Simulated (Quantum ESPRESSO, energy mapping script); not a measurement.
## Fe: J from the energies of magnetic orders

Wanted: the magnetic order of Fe, its couplings and an estimate of its ordering temperature, by PBE, QE, GBRV.

Program: Quantum ESPRESSO 7.5. Level of theory: PBE; plane waves, collinear spin, no spin–orbit coupling. Results are calculated unless marked as measured.

The database entry behind the starting cell differs from later determinations by our own check (an axis about 0.7 % long against later determinations), so it need not match the best structure at ambient conditions.

## (1) Starting point

It takes space group Im-3m (No. 229, cubic). Conventional cell: a = 2.886 Å, b = 2.886 Å, c = 2.886 Å, α = 90.00°, β = 90.00°, γ = 90.00°. Nearest to Fe lie 8 Fe at 2.50 Å.

No correction acts on the open shell here, which makes this the cheap baseline. These runs use Quantum ESPRESSO.

## (2) Parallel start in cell A (2 atoms)

Each cell gets its own parallel run on the same mesh, so that most of the mesh error cancels in the differences.

The potential files are GBRV's for PBE; pw.x takes the functional from them.

pw.in

```
&control
  calculation = 'scf'
  prefix = 'pw'
  outdir = './tmp/'
  pseudo_dir = './pseudo/'
  verbosity = 'low'
/
&system
  ibrav = 0
  nat = 2
  ntyp = 1
  ecutwfc = 45
  ecutrho = 360
  nbnd = 30
  occupations = 'smearing'
  smearing = 'fd'
  degauss = 0.00734986
  nspin = 2
  starting_magnetization(1) = 0.1750
/
&electrons
  conv_thr = 5.0e-09
  electron_maxstep = 120
  mixing_beta = 0.3
  mixing_mode = 'plain'
/
ATOMIC_SPECIES
  Fe 55.8450 Fe.upf
CELL_PARAMETERS angstrom
  -1.44300000 1.44300000 1.44300000
  1.44300000 -1.44300000 1.44300000
  2.88600000 2.88600000 0.00000000
ATOMIC_POSITIONS crystal
  Fe 0.00000000 0.00000000 0.00000000
  Fe 0.50000000 0.50000000 0.50000000
K_POINTS automatic
  14 14 8 0 0 0
```

Command:

```sh
$ OMP_NUM_THREADS=1 mpirun -n 4 pw.x -nk 4 -in pw.in > pw.out
```

Output:

```text
Program PWSCF v.7.5 starts
[...]
unit-cell volume          =     162.2130 (a.u.)^3
     number of atoms/cell      =            2
[...]
number of electrons       =        32.00
     number of Kohn-Sham states=           30
     kinetic-energy cutoff     =      45.0000  Ry
     charge density cutoff     =     360.0000  Ry
     scf convergence threshold =      5.0E-09
[...]
Exchange-correlation=  SLA  PW   PBX  PBC
[...]
atomic species   magnetization
[...]
8 Sym. Ops., with inversion, found
[...]
number of k points=   285  Fermi-Dirac smearing, width (Ry)=  0.0073
[...]
iteration #  1     ecut=    45.00 Ry     beta= 0.30
[...]
total energy              =    -499.69540050 Ry
     estimated scf accuracy    <       4.82280372 Ry
     total magnetization       =     3.98 Bohr mag/cell
     absolute magnetization    =     3.99 Bohr mag/cell
     iteration #  2     ecut=    45.00 Ry     beta= 0.30
[...]
total energy              =    -500.66583404 Ry
     estimated scf accuracy    <       0.11616225 Ry
     total magnetization       =     4.97 Bohr mag/cell
     absolute magnetization    =     5.04 Bohr mag/cell
     iteration #  3     ecut=    45.00 Ry     beta= 0.30
[...]
total energy              =    -500.69125779 Ry
     estimated scf accuracy    <       0.00695411 Ry
     total magnetization       =     4.77 Bohr mag/cell
     absolute magnetization    =     4.88 Bohr mag/cell
     iteration #  4     ecut=    45.00 Ry     beta= 0.30
[...]
total energy              =    -500.69212220 Ry
     estimated scf accuracy    <       0.00705408 Ry
     total magnetization       =     4.77 Bohr mag/cell
     absolute magnetization    =     4.99 Bohr mag/cell
     iteration #  5     ecut=    45.00 Ry     beta= 0.30
[...]
total energy              =    -500.69385617 Ry
     estimated scf accuracy    <       0.00189738 Ry
     total magnetization       =     4.71 Bohr mag/cell
     absolute magnetization    =     4.95 Bohr mag/cell
     iteration #  6     ecut=    45.00 Ry     beta= 0.30
[...]
total energy              =    -500.69340783 Ry
     estimated scf accuracy    <       0.00196448 Ry
     total magnetization       =     4.69 Bohr mag/cell
     absolute magnetization    =     4.94 Bohr mag/cell
     iteration #  7     ecut=    45.00 Ry     beta= 0.30
[...]
total energy              =    -500.69388622 Ry
     estimated scf accuracy    <       0.00008960 Ry
     total magnetization       =     4.71 Bohr mag/cell
     absolute magnetization    =     4.99 Bohr mag/cell
     iteration #  8     ecut=    45.00 Ry     beta= 0.30
[...]
total energy              =    -500.69387045 Ry
     estimated scf accuracy    <       0.00005848 Ry
     total magnetization       =     4.71 Bohr mag/cell
     absolute magnetization    =     4.99 Bohr mag/cell
     iteration #  9     ecut=    45.00 Ry     beta= 0.30
[...]
total energy              =    -500.69388261 Ry
     estimated scf accuracy    <       0.00000204 Ry
     total magnetization       =     4.72 Bohr mag/cell
     absolute magnetization    =     5.00 Bohr mag/cell
     iteration # 10     ecut=    45.00 Ry     beta= 0.30
[...]
total energy              =    -500.69388283 Ry
     estimated scf accuracy    <       0.00000080 Ry
     total magnetization       =     4.72 Bohr mag/cell
     absolute magnetization    =     5.00 Bohr mag/cell
     iteration # 11     ecut=    45.00 Ry     beta= 0.30
[...]
total energy              =    -500.69388356 Ry
     estimated scf accuracy    <       0.00000003 Ry
     total magnetization       =     4.72 Bohr mag/cell
     absolute magnetization    =     5.00 Bohr mag/cell
     iteration # 12     ecut=    45.00 Ry     beta= 0.30
[...]
total energy              =    -500.69388357 Ry
     estimated scf accuracy    <          6.7E-09 Ry
     total magnetization       =     4.72 Bohr mag/cell
     absolute magnetization    =     5.00 Bohr mag/cell
     iteration # 13     ecut=    45.00 Ry     beta= 0.30
[...]
Magnetic moment per site  (integrated on atomic sphere of radius R)
     atom   1 (R=0.413)  charge= 14.4349  magn=  2.4223
     atom   2 (R=0.413)  charge= 14.4349  magn=  2.4223
     End of self-consistent calculation
     Number of k-points >= 100: set verbosity='high' to print the bands.
     the Fermi energy is    16.9726 ev
!    total energy              =    -500.69388359 Ry
     estimated scf accuracy    <          8.6E-10 Ry
     smearing contrib. (-TS)   =      -0.00505027 Ry
     internal energy E=F+TS    =    -500.68883332 Ry
     The total energy is F=E-TS. E is the sum of the following terms:
     one-electron contribution =    -237.10514876 Ry
     hartree contribution      =     136.47938970 Ry
     xc contribution           =     -58.41051148 Ry
     ewald contribution        =    -341.65256279 Ry
     total magnetization       =     4.72 Bohr mag/cell
     absolute magnetization    =     5.00 Bohr mag/cell
     convergence has been achieved in  13 iterations
=------------------------------------------------------------------------------=
   JOB DONE.
=------------------------------------------------------------------------------=
```

The job ended after 56 s (4 MPI ranks of Arm Neoverse V2, shared host; peak memory 0.48 GiB).

Spin moment in the sphere by atom:

```csv
atom,spin moment in the sphere (μB)
Fe1,2.42
Fe2,2.42
```

The run ends ferromagnetic.

## (3) Order 2: compensated +−, cell A of 2 atoms

This order reverses 4 of the 8 neighbours at 2.50 Å, 4 of the 6 neighbours at 2.89 Å and 8 of the 12 neighbours at 4.08 Å, counted for an average magnetic atom.

pw.in, as its differences from that of step 2:

```diff
@@ -10,6 +10,6 @@
   nat = 2
-  ntyp = 1
+  ntyp = 2
   ecutwfc = 45
   ecutrho = 360
-  nbnd = 30
+  nbnd = 27
   occupations = 'smearing'
@@ -19,2 +19,3 @@
   starting_magnetization(1) = 0.1750
+  starting_magnetization(2) = -0.1750
 /
@@ -27,3 +28,4 @@
 ATOMIC_SPECIES
-  Fe 55.8450 Fe.upf
+  Fe1 55.8450 Fe.upf
+  Fe2 55.8450 Fe.upf
 CELL_PARAMETERS angstrom
@@ -33,4 +35,4 @@
 ATOMIC_POSITIONS crystal
-  Fe 0.00000000 0.00000000 0.00000000
-  Fe 0.50000000 0.50000000 0.50000000
+  Fe1 0.00000000 0.00000000 0.00000000
+  Fe2 0.50000000 0.50000000 0.50000000
 K_POINTS automatic
```

Output:

```text
[banner, memory and clock lines left out]
Program PWSCF v.7.5 starts
[...]
unit-cell volume          =     162.2130 (a.u.)^3
     number of atoms/cell      =            2
[...]
number of electrons       =        32.00
     number of Kohn-Sham states=           27
     kinetic-energy cutoff     =      45.0000  Ry
     charge density cutoff     =     360.0000  Ry
     scf convergence threshold =      5.0E-09
[...]
Exchange-correlation=  SLA  PW   PBX  PBC
[...]
atomic species   magnetization
[...]
8 Sym. Ops., with inversion, found
[...]
number of k points=   285  Fermi-Dirac smearing, width (Ry)=  0.0073
[...]
iteration #  1     ecut=    45.00 Ry     beta= 0.30
[...]
total energy              =    -499.66217726 Ry
     estimated scf accuracy    <       4.90613626 Ry
     total magnetization       =     0.00 Bohr mag/cell
     absolute magnetization    =     3.90 Bohr mag/cell
     iteration #  2     ecut=    45.00 Ry     beta= 0.30
[...]
total energy              =    -500.64101434 Ry
     estimated scf accuracy    <       0.09380818 Ry
     total magnetization       =     0.00 Bohr mag/cell
     absolute magnetization    =     4.78 Bohr mag/cell
     iteration #  3     ecut=    45.00 Ry     beta= 0.30
[...]
total energy              =    -500.65940139 Ry
     estimated scf accuracy    <       0.00707365 Ry
     total magnetization       =     0.00 Bohr mag/cell
     absolute magnetization    =     4.71 Bohr mag/cell
[...]
total energy              =    -500.66104641 Ry
[...]
iteration # 13     ecut=    45.00 Ry     beta= 0.30
[...]
total energy              =    -500.66104644 Ry
     estimated scf accuracy    <       0.00000003 Ry
     total magnetization       =    -0.00 Bohr mag/cell
     absolute magnetization    =     4.57 Bohr mag/cell
     iteration # 14     ecut=    45.00 Ry     beta= 0.30
[...]
Magnetic moment per site  (integrated on atomic sphere of radius R)
     atom   1 (R=0.413)  charge= 14.4279  magn=  2.2155
     atom   2 (R=0.413)  charge= 14.4279  magn= -2.2155
     End of self-consistent calculation
     Number of k-points >= 100: set verbosity='high' to print the bands.
     the Fermi energy is    17.3416 ev
!    total energy              =    -500.66104647 Ry
     estimated scf accuracy    <          3.5E-10 Ry
     smearing contrib. (-TS)   =      -0.00750920 Ry
     internal energy E=F+TS    =    -500.65353727 Ry
     The total energy is F=E-TS. E is the sum of the following terms:
     one-electron contribution =    -236.88172687 Ry
     hartree contribution      =     136.20580273 Ry
     xc contribution           =     -58.32505034 Ry
     ewald contribution        =    -341.65256279 Ry
     total magnetization       =    -0.00 Bohr mag/cell
     absolute magnetization    =     4.57 Bohr mag/cell
     convergence has been achieved in  14 iterations
```

It took 54 s on 4 MPI ranks; peak memory 0.47 GiB.

Spin moment in the sphere by atom:

```csv
atom,spin moment in the sphere (μB)
Fe1,2.22
Fe2,-2.22
```

The run ends antiferromagnetic, 231.75 meV a magnetic atom above the parallel order of its cell (energies taken at zero occupation width, not the printed F).

## (4) Order 3: parallel, cell B of 2 atoms

A new cell needs its own zero of energy.

This run holds the same structure in another cell (a 2.499 → 2.886 Å, b 2.499 → 2.886 Å, c 4.081 → 2.886 Å, γ 109.5 → 90.0°).

pw.in

```
&control
  calculation = 'scf'
  prefix = 'pw'
  outdir = './tmp/'
  pseudo_dir = './pseudo/'
  verbosity = 'low'
/
&system
  ibrav = 0
  nat = 2
  ntyp = 1
  ecutwfc = 45
  ecutrho = 360
  nbnd = 30
  occupations = 'smearing'
  smearing = 'fd'
  degauss = 0.00734986
  nspin = 2
  starting_magnetization(1) = 0.1750
/
&electrons
  conv_thr = 5.0e-09
  electron_maxstep = 120
  mixing_beta = 0.3
  mixing_mode = 'plain'
/
ATOMIC_SPECIES
  Fe 55.8450 Fe.upf
CELL_PARAMETERS angstrom
  0.00000000 -2.88600000 0.00000000
  -2.88600000 0.00000000 0.00000000
  0.00000000 0.00000000 -2.88600000
ATOMIC_POSITIONS crystal
  Fe 0.50000000 0.50000000 0.50000000
  Fe 0.00000000 0.00000000 0.00000000
K_POINTS automatic
  11 11 11 0 0 0
```

Output:

```text
[banner, memory and clock lines left out]
Program PWSCF v.7.5 starts
[...]
unit-cell volume          =     162.2130 (a.u.)^3
     number of atoms/cell      =            2
[...]
number of electrons       =        32.00
     number of Kohn-Sham states=           30
     kinetic-energy cutoff     =      45.0000  Ry
     charge density cutoff     =     360.0000  Ry
[...]
internal energy E=F+TS    =    -500.68862213 Ry
     The total energy is F=E-TS. E is the sum of the following terms:
     one-electron contribution =    -237.09930118 Ry
     hartree contribution      =     136.47417745 Ry
     xc contribution           =     -58.41093561 Ry
     ewald contribution        =    -341.65256279 Ry
     total magnetization       =     4.74 Bohr mag/cell
     absolute magnetization    =     5.01 Bohr mag/cell
     convergence has been achieved in  13 iterations
[key lines of the parts left out:]
!    total energy              =    -500.69378761 Ry
the Fermi energy is    16.9662 ev
```

Run time: 10 s. Hardware: 4 MPI ranks; peak memory 0.31 GiB; 40 s of CPU time.

The run ends ferromagnetic. For each magnetic atom its energy differs from the parallel run of the first cell by 1.04 meV, an error that one common reference would have brought in.

## (5) Order 4: compensated +−, cell B of 2 atoms

This order reverses 8 of the 8 neighbours at 2.50 Å, 0 of the 6 neighbours at 2.89 Å and 0 of the 12 neighbours at 4.08 Å, counted for an average magnetic atom.

pw.in, as its differences from that of step 4:

```diff
@@ -10,6 +10,6 @@
   nat = 2
-  ntyp = 1
+  ntyp = 2
   ecutwfc = 45
   ecutrho = 360
-  nbnd = 30
+  nbnd = 27
   occupations = 'smearing'
@@ -19,2 +19,3 @@
   starting_magnetization(1) = 0.1750
+  starting_magnetization(2) = -0.1750
 /
@@ -27,3 +28,4 @@
 ATOMIC_SPECIES
-  Fe 55.8450 Fe.upf
+  Fe1 55.8450 Fe.upf
+  Fe2 55.8450 Fe.upf
 CELL_PARAMETERS angstrom
@@ -33,4 +35,4 @@
 ATOMIC_POSITIONS crystal
-  Fe 0.50000000 0.50000000 0.50000000
-  Fe 0.00000000 0.00000000 0.00000000
+  Fe1 0.50000000 0.50000000 0.50000000
+  Fe2 0.00000000 0.00000000 0.00000000
 K_POINTS automatic
```

Output:

```text
[banner, memory and clock lines left out]
Program PWSCF v.7.5 starts
[...]
unit-cell volume          =     162.2130 (a.u.)^3
     number of atoms/cell      =            2
[...]
number of electrons       =        32.00
     number of Kohn-Sham states=           27
     kinetic-energy cutoff     =      45.0000  Ry
     charge density cutoff     =     360.0000  Ry
[...]
internal energy E=F+TS    =    -500.61325185 Ry
     The total energy is F=E-TS. E is the sum of the following terms:
     one-electron contribution =    -236.92237718 Ry
     hartree contribution      =     136.23876372 Ry
     xc contribution           =     -58.27707561 Ry
     ewald contribution        =    -341.65256279 Ry
     total magnetization       =     0.00 Bohr mag/cell
     absolute magnetization    =     4.11 Bohr mag/cell
     convergence has been achieved in  15 iterations
[key lines of the parts left out:]
!    total energy              =    -500.62674899 Ry
the Fermi energy is    17.3675 ev
```

It took 12 s on 4 MPI ranks; peak memory 0.32 GiB; 46 s of CPU time.

The run ends antiferromagnetic, 484.39 meV a magnetic atom above the parallel order of its cell (energies taken at zero occupation width, not the printed F).

## (6) Parallel start in cell C (3 atoms)

The parallel order again, as the reference for this cell.

pw.in

```
&control
  calculation = 'scf'
  prefix = 'pw'
  outdir = './tmp/'
  pseudo_dir = './pseudo/'
  verbosity = 'low'
/
&system
  ibrav = 0
  nat = 3
  ntyp = 1
  ecutwfc = 45
  ecutrho = 360
  nbnd = 43
  occupations = 'smearing'
  smearing = 'fd'
  degauss = 0.00734986
  nspin = 2
  starting_magnetization(1) = 0.1750
/
&electrons
  conv_thr = 7.5e-09
  electron_maxstep = 120
  mixing_beta = 0.3
  mixing_mode = 'plain'
/
ATOMIC_SPECIES
  Fe 55.8450 Fe.upf
CELL_PARAMETERS angstrom
  -1.44300000 1.44300000 1.44300000
  0.00000000 -2.88600000 2.88600000
  2.88600000 2.88600000 0.00000000
ATOMIC_POSITIONS crystal
  Fe 0.00000000 0.00000000 0.00000000
  Fe 0.66666667 0.66666667 0.33333333
  Fe 0.33333333 0.33333333 0.66666667
K_POINTS automatic
  13 9 9 0 0 0
```

Output:

```text
[banner, memory and clock lines left out]
Program PWSCF v.7.5 starts
[...]
unit-cell volume          =     243.3195 (a.u.)^3
     number of atoms/cell      =            3
[...]
number of electrons       =        48.00
     number of Kohn-Sham states=           43
     kinetic-energy cutoff     =      45.0000  Ry
     charge density cutoff     =     360.0000  Ry
[...]
internal energy E=F+TS    =    -751.03273838 Ry
     The total energy is F=E-TS. E is the sum of the following terms:
     one-electron contribution =    -355.64996153 Ry
     hartree contribution      =     204.71148885 Ry
     xc contribution           =     -87.61542152 Ry
     ewald contribution        =    -512.47884418 Ry
     total magnetization       =     7.09 Bohr mag/cell
     absolute magnetization    =     7.51 Bohr mag/cell
     convergence has been achieved in  12 iterations
[key lines of the parts left out:]
!    total energy              =    -751.04058949 Ry
the Fermi energy is    16.9709 ev
```

The job ended after 57 s (4 MPI ranks; peak memory 0.53 GiB).

The run ends ferromagnetic. For each magnetic atom its energy differs from the parallel run of the first cell by 1.70 meV, an error that one common reference would have brought in.

## (7) Run 6 (uncompensated ++−; cell C, 3 atoms)

This order reverses 4 of the 8 neighbours at 2.50 Å, 4 of the 6 neighbours at 2.89 Å and 4 of the 12 neighbours at 4.08 Å, counted for an average magnetic atom.

pw.in

```
&control
  calculation = 'scf'
  prefix = 'pw'
  outdir = './tmp/'
  pseudo_dir = './pseudo/'
  verbosity = 'low'
/
&system
  ibrav = 0
  nat = 3
  ntyp = 2
  ecutwfc = 45
  ecutrho = 360
  nbnd = 40
  occupations = 'smearing'
  smearing = 'fd'
  degauss = 0.00734986
  nspin = 2
  starting_magnetization(1) = 0.1750
  starting_magnetization(2) = -0.1750
/
&electrons
  conv_thr = 7.5e-09
  electron_maxstep = 120
  mixing_beta = 0.3
  mixing_mode = 'plain'
/
ATOMIC_SPECIES
  Fe1 55.8450 Fe.upf
  Fe2 55.8450 Fe.upf
CELL_PARAMETERS angstrom
  -1.44300000 1.44300000 1.44300000
  0.00000000 -2.88600000 2.88600000
  2.88600000 2.88600000 0.00000000
ATOMIC_POSITIONS crystal
  Fe1 0.00000000 0.00000000 0.00000000
  Fe1 0.66666667 0.66666667 0.33333333
  Fe2 0.33333333 0.33333333 0.66666667
K_POINTS automatic
  13 9 9 0 0 0
```

Output:

```text
[banner, memory and clock lines left out]
Program PWSCF v.7.5 starts
[...]
unit-cell volume          =     243.3195 (a.u.)^3
     number of atoms/cell      =            3
[...]
number of electrons       =        48.00
     number of Kohn-Sham states=           40
     kinetic-energy cutoff     =      45.0000  Ry
     charge density cutoff     =     360.0000  Ry
[...]
internal energy E=F+TS    =    -750.98624207 Ry
     The total energy is F=E-TS. E is the sum of the following terms:
     one-electron contribution =    -355.34710200 Ry
     hartree contribution      =     204.32033339 Ry
     xc contribution           =     -87.48062929 Ry
     ewald contribution        =    -512.47884418 Ry
     total magnetization       =     1.63 Bohr mag/cell
     absolute magnetization    =     6.75 Bohr mag/cell
     convergence has been achieved in  15 iterations
[key lines of the parts left out:]
!    total energy              =    -750.99625480 Ry
the Fermi energy is    17.2543 ev
```

Wall time 63 s (4 MPI ranks); peak memory 0.52 GiB.

The run ends ferrimagnetic, 205.97 meV a magnetic atom above the parallel order of its cell (energies taken at zero occupation width, not the printed F).

[end of part 1 of 2]

[Logs and program files are shortened in this print: banners, set-up blocks, solver, clock and traceback lines can be left out without a mark of their own.]

[Logs are printed without paths, hosts, clocks, repeated set-up lines and the standing remarks that a program may print on its own settings, such as how far it seeks lower states.]

[Hosts, paths, dates, database ids (printed as entryN), source tags and the programs' standing remarks are cut or masked in the printed files.]

[Where a cell is said to come from a database of computed structures, the database is the Materials Project.]
